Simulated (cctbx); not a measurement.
**BaCoI4 across an absorption edge**

Space group Cmcm (no. 63), a = 5.7080 Å, b = 19.9750 Å, c = 7.9330 Å, α = 90.00°, β = 90.00°, γ = 90.00°.

```csv
atom,mult.,x,y,z,Ueq (Å²)
Ba1,4,1/2,0.6433,3/4,0.0059
I1,4,1/2,0.5818,1/4,0.0061
I2,4,1/2,0,0,0.0054
I3,8,0,0.6875,0.0145,0.0070
Co1,4,0,0.5902,1/4,0.0077
```

This is a model crystal, built by substitution and not relaxed, with assumed displacement parameters.

Calculated with cctbx: free-atom f′ and f″ from the Sasaki tables, no fine structure; amplitudes in electrons.

```
E (eV)  F 1 3 0  F 0 4 1  F 0 4 2  F 0 4 0
  7109      8.6    283.5    470.3    129.9
  7459      7.5    282.4    470.9    129.1
  7589      7.2    280.6    469.8    127.6
  7649      7.0    278.6    468.4    126.0
  7679      6.9    276.5    466.8    124.3
  7694      6.9    274.4    465.0    122.4
  7701      6.9    272.4    463.4    120.8
  7705      6.9    270.2    461.7    119.0
  7713      5.2    271.3    462.7    120.2
  7717      5.1    273.8    464.8    122.2
  7724      5.1    276.0    466.6    124.1
  7739      5.1    278.4    468.6    126.1
  7769      5.1    280.9    470.7    128.1
  7859      5.1    284.2    473.7    130.9
  8109      4.9    287.9    477.2    134.1
```

**Question.** Which edge is crossed, and why do the reflections move as they do?

The K edge of Co. The edge is at 7709 eV. f′ of Co falls from -3.9 e at 7589 eV to -7.4 e at 4 eV below it, and f″ steps from 0.47 to 3.93 e across it. Over that approach |F| changes by -4 % (1 3 0), -4 % (0 4 1), -2 % (0 4 2) and -7 % (0 4 0): a reflection falls where Co scatters in phase with the total and rises where it scatters against it; it hardly moves where the Co term is small or cancels by symmetry. Above the edge the larger f″ enters the imaginary part, where it can add to or cancel the other atoms' f″. The structure is centrosymmetric, so Friedel mates stay equal.

[Logs are printed without paths, hosts, clocks, repeated set-up lines and the standing remarks that a program may print on its own settings, such as how far it seeks lower states.]
